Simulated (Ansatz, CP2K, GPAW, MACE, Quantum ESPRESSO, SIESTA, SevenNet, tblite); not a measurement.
# CP2K runs on (5,5) carbon nanotube bundle (80 atoms), part 3 of 4

Aim: run (5,5) carbon nanotube bundle (80 atoms) in CP2K and see how near its forces come to a plane-wave reference, and at what cost.

Program: CP2K 2026.2; the method stands at each step. Banners, paths, timers and routine set-up lines are dropped from the logs unmarked, and long logs keep their key lines alone; longer cuts are marked.

So far. Step 8 (PBE, DZVP-MOLOPT-SR, 225/50 Ry, diagonalisation): Against the first run (1.9 %), the force difference from the reference is 2.6 %, at 0.90 times the CPU time: the grid matters here.

## 9. BLYP, DZVP-MOLOPT-SR, 450/50 Ry, diagonalisation

Method: Kohn-Sham DFT, BLYP, GTH-BLYP pseudopotentials, Gaussian and plane waves, DZVP-MOLOPT-SR-GTH, diagonalisation.

input.inp reads:

```
&GLOBAL
  PROJECT cell
  RUN_TYPE ENERGY_FORCE
  PRINT_LEVEL LOW
&END GLOBAL
&FORCE_EVAL
  METHOD QS
  STRESS_TENSOR ANALYTICAL
  &DFT
    BASIS_SET_FILE_NAME BASIS_MOLOPT
    POTENTIAL_FILE_NAME GTH_POTENTIALS
    &MGRID
      CUTOFF 450
      REL_CUTOFF 50
    &END MGRID
    &QS
      EPS_DEFAULT 1.0E-12
    &END QS
    &SCF
      SCF_GUESS ATOMIC
      EPS_SCF 1.0E-06
      MAX_SCF 200
      ADDED_MOS 36
      &DIAGONALIZATION
        ALGORITHM STANDARD
      &END DIAGONALIZATION
      &SMEAR ON
        METHOD FERMI_DIRAC
        ELECTRONIC_TEMPERATURE [K] 580
      &END SMEAR
      &MIXING
        METHOD BROYDEN_MIXING
        ALPHA 0.15
        NBROYDEN 8
      &END MIXING
      &PRINT
        &RESTART OFF
        &END RESTART
      &END PRINT
    &END SCF
    &XC
      &XC_FUNCTIONAL BLYP
      &END XC_FUNCTIONAL
    &END XC
    &PRINT
      &MULLIKEN ON
      &END MULLIKEN
      &LOWDIN ON
      &END LOWDIN
      &MO ON
        EIGENVALUES T
        OCCUPATION_NUMBERS T
        MO_INDEX_RANGE 149 172
        &EACH
          QS_SCF 0
        &END EACH
        ADD_LAST NUMERIC
      &END MO
    &END PRINT
  &END DFT
  &SUBSYS
    &CELL
      A 10.08135 0.00000 0.00000
      B -5.04067 8.73070 0.00000
      C 0.00000 0.00000 9.72051
    &END CELL
    &TOPOLOGY
      COORD_FILE_NAME structure.xyz
      COORD_FILE_FORMAT XYZ
    &END TOPOLOGY
    &KIND C
      BASIS_SET DZVP-MOLOPT-SR-GTH-q4
      POTENTIAL GTH-BLYP-q4
    &END KIND
  &END SUBSYS
  &PRINT
    &FORCES ON
    &END FORCES
    &STRESS_TENSOR ON
    &END STRESS_TENSOR
  &END PRINT
&END FORCE_EVAL
```

structure.xyz reads:

```xyz
80

[... 80 atom lines left out: the same atoms as in the first run ...]
```

Command:

```bash
OMP_NUM_THREADS=2 cp2k.psmp -i input.inp > output.txt
```

Numbers of over 12 decimals in the logs are rounded to 6 here.

The program printed:

```text
CP2K| version string:                                       CP2K version 2026.2
 CP2K| Input file name                                                 input.inp
 GLOBAL| Basis set file name                                        BASIS_MOLOPT
 GLOBAL| Potential file name                                      GTH_POTENTIALS
 GLOBAL| Run type                                                   ENERGY_FORCE
 GLOBAL| Total number of message passing processes                             1
 GLOBAL| Number of threads for this process                                    2
 TOTAL NUMBERS AND MAXIMUM NUMBERS
  Total number of            - Atomic kinds:                                   1
                             - Atoms:                                         80
[... lines left out ...]
                        Smear method:                                FERMI_DIRAC
[... lines left out ...]
 Number of electrons:                                                        320
[... lines left out ...]
  Step     Update method      Time    Convergence         Total energy    Change
[... lines left out ...]
  *** SCF run converged in    18 steps ***
[... lines left out ...]
  Fermi energy:                                                 0.164201
  Total energy:                                              -452.807790
  Total energy (extrapolated to T->0):                       -452.807790
[... lines left out ...]
 MO| E(Fermi):            0.164201 a.u.          4.468125 eV
[... lines left out ...]
       1     C        1          4.007202                             -0.007202
       2     C        1          4.000903                             -0.000903
       3     C        1          4.001477                             -0.001477
[...]
# Total charge                            320.000000                  0.000000
 !-----------------------------------------------------------------------------!
 LOWDIN POPULATION ANALYSIS
 #  Atom  Element  Kind  Atomic population                           Net charge
[...]
79     C        1          4.023424                             -0.023424
      80     C        1          3.991828                              0.008172
 # Total charge                            320.000000                  0.000000
 ENERGY| Total FORCE_EVAL ( QS ) energy [hartree]           -452.807794
 FORCES| Atomic forces [hartree/bohr]
 FORCES|   Atom     x               y               z               |f|
 FORCES|      1  8.11580058E-05  6.81239336E-04 -6.96042996E-03   6.99415891E-03
 FORCES|      2  6.66766897E-03 -1.57024882E-02  7.09318325E-03   1.84753672E-02
 FORCES|      3  1.26207866E-02 -2.49628499E-04  3.19102158E-02   3.43162999E-02
[...]
FORCES|     79  1.53482506E-02  1.13918905E-02 -3.30445379E-02   3.81744083E-02
 FORCES|     80  4.48782557E-03 -1.82234144E-02 -3.86730719E-03   1.91621887E-02
 FORCES| Sum    -1.04611473E-02 -6.71865527E-03  1.42164405E-03
 FORCES| Total atomic force                                       1.25138724E-02
 STRESS| Analytical stress tensor [bar]
 STRESS|                        x                   y                   z
 STRESS|      x        1.15192588578E+05   1.05362297073E+04   7.03060850285E+01
 STRESS|      y        1.05362297073E+04   1.35367380440E+05  -5.88160957002E+02
 STRESS|      z        7.03060850285E+01  -5.88160957002E+02   1.56320177339E+05
 STRESS| 1/3 Trace                                             1.35626715452E+05
```

The job ended after 2.6 min (2 threads of Arm Neoverse V2, shared host; peak memory 1.8 GiB; 4.8 min of CPU time).

Numbers from this run, and their distance from the reference:

```yaml
r_m_s_force_component: 1.37 eV/Å
r_m_s_difference_of_force_components: 37.15 meV/Å
longest_difference_of_force_vectors: 156.8 meV/Å
force_difference_over_r_m_s_force: 2.702 %
slope_of_forces_against_the_reference_s: 0.9961
correlation_of_force_components: 0.9996
pressure: 13.56 GPa
pressure_difference: 2.302 GPa
```

Against the first run (1.9 %), the force difference from the reference is 2.7 %, at 0.97 times the CPU time; the model has changed, so this is no error of the program alone.

The forces add up to 0.64 eV/Å instead of zero, usually a sign of too coarse a grid.

## 10. PBE, DZVP-MOLOPT-SR, 450/20 Ry, diagonalisation

Method: Kohn-Sham DFT, PBE, GTH-PBE pseudopotentials, Gaussian and plane waves, DZVP-MOLOPT-SR-GTH, diagonalisation.

Changes to input.inp since step 9:

```diff
@@ -13,3 +13,3 @@
       CUTOFF 450
-      REL_CUTOFF 50
+      REL_CUTOFF 20
     &END MGRID
@@ -41,3 +41,3 @@
     &XC
-      &XC_FUNCTIONAL BLYP
+      &XC_FUNCTIONAL PBE
       &END XC_FUNCTIONAL
@@ -72,3 +72,3 @@
       BASIS_SET DZVP-MOLOPT-SR-GTH-q4
-      POTENTIAL GTH-BLYP-q4
+      POTENTIAL GTH-PBE-q4
     &END KIND
```

structure.xyz is that of step 9.

The program printed:

```text
CP2K| version string:                                       CP2K version 2026.2
 CP2K| Input file name                                                 input.inp
 GLOBAL| Basis set file name                                        BASIS_MOLOPT
 GLOBAL| Potential file name                                      GTH_POTENTIALS
 GLOBAL| Run type                                                   ENERGY_FORCE
 GLOBAL| Total number of message passing processes                             1
 GLOBAL| Number of threads for this process                                    2
 TOTAL NUMBERS AND MAXIMUM NUMBERS
  Total number of            - Atomic kinds:                                   1
                             - Atoms:                                         80
[... lines left out ...]
                        Smear method:                                FERMI_DIRAC
[... lines left out ...]
 Number of electrons:                                                        320
[... lines left out ...]
  Step     Update method      Time    Convergence         Total energy    Change
[... lines left out ...]
  *** SCF run converged in    18 steps ***
[... lines left out ...]
  Fermi energy:                                                 0.148729
  Total energy:                                              -455.036543
  Total energy (extrapolated to T->0):                       -455.036543
[... lines left out ...]
 MO| E(Fermi):            0.148729 a.u.          4.047114 eV
[... lines left out ...]
       1     C        1          4.006214                             -0.006214
       2     C        1          4.001007                             -0.001007
       3     C        1          4.000808                             -0.000808
[...]
# Total charge                            320.000000                  0.000000
 !-----------------------------------------------------------------------------!
 LOWDIN POPULATION ANALYSIS
 #  Atom  Element  Kind  Atomic population                           Net charge
[...]
79     C        1          4.024340                             -0.024340
      80     C        1          3.991455                              0.008545
 # Total charge                            320.000000                  0.000000
 ENERGY| Total FORCE_EVAL ( QS ) energy [hartree]           -455.036550
 FORCES| Atomic forces [hartree/bohr]
 FORCES|   Atom     x               y               z               |f|
 FORCES|      1  1.01562279E-07 -2.05762297E-04 -7.67197156E-03   7.67473034E-03
 FORCES|      2  6.07940039E-03 -1.52114144E-02  7.97915993E-03   1.82212302E-02
 FORCES|      3  1.28386990E-02 -4.62398344E-04  3.31690391E-02   3.55700880E-02
[...]
FORCES|     79  1.48662919E-02  1.21970252E-02 -3.37710981E-02   3.88620783E-02
 FORCES|     80  4.24335060E-03 -1.88099421E-02 -4.61979538E-03   1.98283245E-02
 FORCES| Sum    -1.56502896E-04 -3.40018660E-04  1.03128912E-02
 FORCES| Total atomic force                                       1.03196818E-02
 STRESS| Analytical stress tensor [bar]
 STRESS|                        x                   y                   z
 STRESS|      x        1.03989713120E+05   9.62887209050E+03   1.47690922095E+02
 STRESS|      y        9.62887209050E+03   1.22288734885E+05  -8.37066326594E+02
 STRESS|      z        1.47690922095E+02  -8.37066326594E+02   1.34867939051E+05
 STRESS| 1/3 Trace                                             1.20382129019E+05
```

It took 1.8 min on 2 threads; peak memory 1.7 GiB.

Compared with the plane-wave run:

| Item | Value |
| --- | --- |
| r.m.s. force component | 1.394 eV/Å |
| r.m.s. difference of force components | 25.26 meV/Å |
| longest difference of force vectors | 95.12 meV/Å |
| force difference over r.m.s. force | 1.838 % |
| slope of forces against the reference's | 1.014 |
| correlation of force components | 0.9999 |
| pressure | 12.04 GPa |
| pressure difference | 0.7772 GPa |
| energy less the same-level run's | -2.289 meV/atom |
| r.m.s. force difference from the same-level run | 7.46 meV/Å |

This is a coarse setting, run to see what it loses.

Against the first run (1.9 %), the force difference from the reference is 1.8 %, at 0.68 times the CPU time: the change moves forces by 7.5 meV/Å r.m.s., so most of the difference comes from elsewhere.

The forces add up to 0.53 eV/Å instead of zero, usually a sign of too coarse a grid.

## 11. PBE, DZVP-UZH, 450/50 Ry, diagonalisation

Method: Kohn-Sham DFT, PBE, GTH-PBE pseudopotentials, Gaussian and plane waves, DZVP-MOLOPT (UZH set), diagonalisation.

Changes to input.inp since step 10:

```diff
@@ -9,7 +9,7 @@
   &DFT
-    BASIS_SET_FILE_NAME BASIS_MOLOPT
-    POTENTIAL_FILE_NAME GTH_POTENTIALS
+    BASIS_SET_FILE_NAME BASIS_MOLOPT_UZH
+    POTENTIAL_FILE_NAME POTENTIAL_UZH
     &MGRID
       CUTOFF 450
-      REL_CUTOFF 20
+      REL_CUTOFF 50
     &END MGRID
@@ -71,3 +71,3 @@
     &KIND C
-      BASIS_SET DZVP-MOLOPT-SR-GTH-q4
+      BASIS_SET DZVP-MOLOPT-PBE-GTH-q4
       POTENTIAL GTH-PBE-q4
```

structure.xyz is that of step 10.

Command:

```bash
OMP_NUM_THREADS=1 mpirun -np 4 cp2k.psmp -i input.inp > output.txt
```

The program printed:

```text
CP2K| version string:                                       CP2K version 2026.2
 CP2K| Input file name                                                 input.inp
 GLOBAL| Basis set file name                                    BASIS_MOLOPT_UZH
 GLOBAL| Potential file name                                       POTENTIAL_UZH
 GLOBAL| Run type                                                   ENERGY_FORCE
 GLOBAL| Total number of message passing processes                             4
 GLOBAL| Number of threads for this process                                    1
 TOTAL NUMBERS AND MAXIMUM NUMBERS
  Total number of            - Atomic kinds:                                   1
                             - Atoms:                                         80
[... lines left out ...]
                        Smear method:                                FERMI_DIRAC
[... lines left out ...]
 Number of electrons:                                                        320
[... lines left out ...]
  Step     Update method      Time    Convergence         Total energy    Change
[... lines left out ...]
  *** SCF run converged in    18 steps ***
[... lines left out ...]
  Fermi energy:                                                 0.151519
  Total energy:                                              -454.897935
  Total energy (extrapolated to T->0):                       -454.897935
[... lines left out ...]
 MO| E(Fermi):            0.151519 a.u.          4.123035 eV
[... lines left out ...]
       1     C        1          4.011455                             -0.011455
       2     C        1          3.998587                              0.001413
       3     C        1          3.998424                              0.001576
[...]
# Total charge                            320.000000                  0.000000
 !-----------------------------------------------------------------------------!
 LOWDIN POPULATION ANALYSIS
 #  Atom  Element  Kind  Atomic population                           Net charge
[...]
79     C        1          4.024361                             -0.024361
      80     C        1          3.989080                              0.010920
 # Total charge                            320.000000                  0.000000
 ENERGY| Total FORCE_EVAL ( QS ) energy [hartree]           -454.897950
 FORCES| Atomic forces [hartree/bohr]
 FORCES|   Atom     x               y               z               |f|
 FORCES|      1 -1.81760149E-04 -3.77800020E-04 -7.75587760E-03   7.76720072E-03
 FORCES|      2  5.86056564E-03 -1.49889190E-02  7.81942517E-03   1.78929408E-02
 FORCES|      3  1.30479610E-02 -9.38273900E-04  3.31496245E-02   3.56374416E-02
[...]
FORCES|     79  1.45475291E-02  1.19714979E-02 -3.40187642E-02   3.88873204E-02
 FORCES|     80  4.24727006E-03 -1.87891940E-02 -4.70480584E-03   1.98294809E-02
 FORCES| Sum     1.21647084E-04  1.72918491E-04 -1.03068713E-04
 FORCES| Total atomic force                                       2.35206244E-04
 STRESS| Analytical stress tensor [bar]
 STRESS|                        x                   y                   z
 STRESS|      x        1.01423432024E+05   1.09771171925E+04   1.39535368151E+02
 STRESS|      y        1.09771171925E+04   1.21422398758E+05  -8.43790659753E+02
 STRESS|      z        1.39535368151E+02  -8.43790659753E+02   1.33725822880E+05
 STRESS| 1/3 Trace                                             1.18857217888E+05
```

The job ended after 1.7 min (4 MPI ranks; peak memory 2.5 GiB; 6.8 min of CPU time).

Compared with the plane-wave run:

- r.m.s. force component: 1.396 eV/Å
- r.m.s. difference of force components: 25.23 meV/Å
- longest difference of force vectors: 97.35 meV/Å
- force difference over r.m.s. force: 1.836 %
- slope of forces against the reference's: 1.016
- correlation of force components: 1
- pressure: 11.89 GPa
- pressure difference: 0.6247 GPa

Against the first run (1.9 %), the force difference from the reference is 1.8 %, at 1.4 times the CPU time (on 4 against 2 cores), with 1040 basis functions against 1040; this set comes with other potentials too, so the change isn't the basis's alone.

## 12. PBEsol, PBE potentials, DZVP-MOLOPT-SR, 450/50 Ry, diagonalisation

Method: Kohn-Sham DFT, PBEsol, GTH-PBE pseudopotentials, Gaussian and plane waves, DZVP-MOLOPT-SR-GTH, diagonalisation.

Changes to input.inp since step 11:

```diff
@@ -9,4 +9,4 @@
   &DFT
-    BASIS_SET_FILE_NAME BASIS_MOLOPT_UZH
-    POTENTIAL_FILE_NAME POTENTIAL_UZH
+    BASIS_SET_FILE_NAME BASIS_MOLOPT
+    POTENTIAL_FILE_NAME GTH_POTENTIALS
     &MGRID
@@ -41,3 +41,6 @@
     &XC
-      &XC_FUNCTIONAL PBE
+      &XC_FUNCTIONAL
+        &PBE
+          PARAMETRIZATION PBESOL
+        &END PBE
       &END XC_FUNCTIONAL
@@ -66,8 +69,8 @@
     &END CELL
-    &TOPOLOGY
-      COORD_FILE_NAME structure.xyz
-      COORD_FILE_FORMAT XYZ
-    &END TOPOLOGY
+    &COORD
+      SCALED
+[... 80 atom lines left out: the same atoms as in the first run ...]
+    &END COORD
     &KIND C
-      BASIS_SET DZVP-MOLOPT-PBE-GTH-q4
+      BASIS_SET DZVP-MOLOPT-SR-GTH-q4
       POTENTIAL GTH-PBE-q4
```

Command:

```bash
OMP_NUM_THREADS=2 cp2k.psmp -i input.inp > output.txt
```

The program printed:

```text
CP2K| version string:                                       CP2K version 2026.2
 CP2K| Input file name                                                 input.inp
 GLOBAL| Basis set file name                                        BASIS_MOLOPT
 GLOBAL| Potential file name                                      GTH_POTENTIALS
 GLOBAL| Run type                                                   ENERGY_FORCE
 GLOBAL| Total number of message passing processes                             1
 GLOBAL| Number of threads for this process                                    2
 TOTAL NUMBERS AND MAXIMUM NUMBERS
  Total number of            - Atomic kinds:                                   1
                             - Atoms:                                         80
[... lines left out ...]
                        Smear method:                                FERMI_DIRAC
[... lines left out ...]
 Number of electrons:                                                        320
[... lines left out ...]
  Step     Update method      Time    Convergence         Total energy    Change
[... lines left out ...]
  *** SCF run converged in    18 steps ***
[... lines left out ...]
  Fermi energy:                                                 0.147612
  Total energy:                                              -453.811137
  Total energy (extrapolated to T->0):                       -453.811137
[... lines left out ...]
 MO| E(Fermi):            0.147612 a.u.          4.016719 eV
[... lines left out ...]
       1     C        1          4.006228                             -0.006228
       2     C        1          3.999813                              0.000187
       3     C        1          4.002192                             -0.002192
[...]
# Total charge                            320.000000                  0.000000
 !-----------------------------------------------------------------------------!
 LOWDIN POPULATION ANALYSIS
 #  Atom  Element  Kind  Atomic population                           Net charge
[...]
79     C        1          4.024567                             -0.024567
      80     C        1          3.991348                              0.008652
 # Total charge                            320.000000                  0.000000
 ENERGY| Total FORCE_EVAL ( QS ) energy [hartree]           -453.811152
 FORCES| Atomic forces [hartree/bohr]
 FORCES|   Atom     x               y               z               |f|
 FORCES|      1  3.18697784E-04 -6.32069820E-04 -8.25415457E-03   8.28445220E-03
 FORCES|      2  6.14015410E-03 -1.49609431E-02  8.18244504E-03   1.81241198E-02
 FORCES|      3  1.28407422E-02 -5.06946737E-04  3.37552449E-02   3.61186685E-02
[...]
FORCES|     79  1.53825587E-02  1.23637109E-02 -3.45323049E-02   3.97739178E-02
 FORCES|     80  4.53337044E-03 -1.94245918E-02 -4.91104963E-03   2.05422643E-02
 FORCES| Sum    -8.11924657E-06  7.78493127E-05 -6.90418154E-04
 FORCES| Total atomic force                                       6.94840748E-04
 STRESS| Analytical stress tensor [bar]
 STRESS|                        x                   y                   z
 STRESS|      x        9.33411674468E+04   1.12180209194E+04   2.00427325234E+02
 STRESS|      y        1.12180209194E+04   1.14293771479E+05  -1.00207124997E+03
 STRESS|      z        2.00427325234E+02  -1.00207124997E+03   1.28043684946E+05
 STRESS| 1/3 Trace                                             1.11892874624E+05
```

The job ended after 2.6 min (2 threads; peak memory 1.8 GiB).

Against the reference:

```
r.m.s. force component                  : 1.41 eV/Å
r.m.s. difference of force components   : 43.09 meV/Å
longest difference of force vectors     : 163.7 meV/Å
force difference over r.m.s. force      : 3.135 %
slope of forces against the reference's : 1.025
correlation of force components         : 0.9998
pressure                                : 11.19 GPa
pressure difference                     : -0.0717 GPa
```

Against the first run (1.9 %), the force difference from the reference is 3.1 %, at 1.0 times the CPU time; the model has changed, so this is no error of the program alone.

(Part 3 of 4 ends here.)

[Also dropped from logs without a mark: logging warnings of Python, and SIESTA's first energy breakdown and zero terms.]

[Logs are printed without paths, hosts, clocks, repeated set-up lines and the standing remarks that a program may print on its own settings, such as how far it seeks lower states.]

[Hosts, paths, dates, database ids (printed as entryN), source tags and the programs' standing remarks are cut or masked in the printed files.]
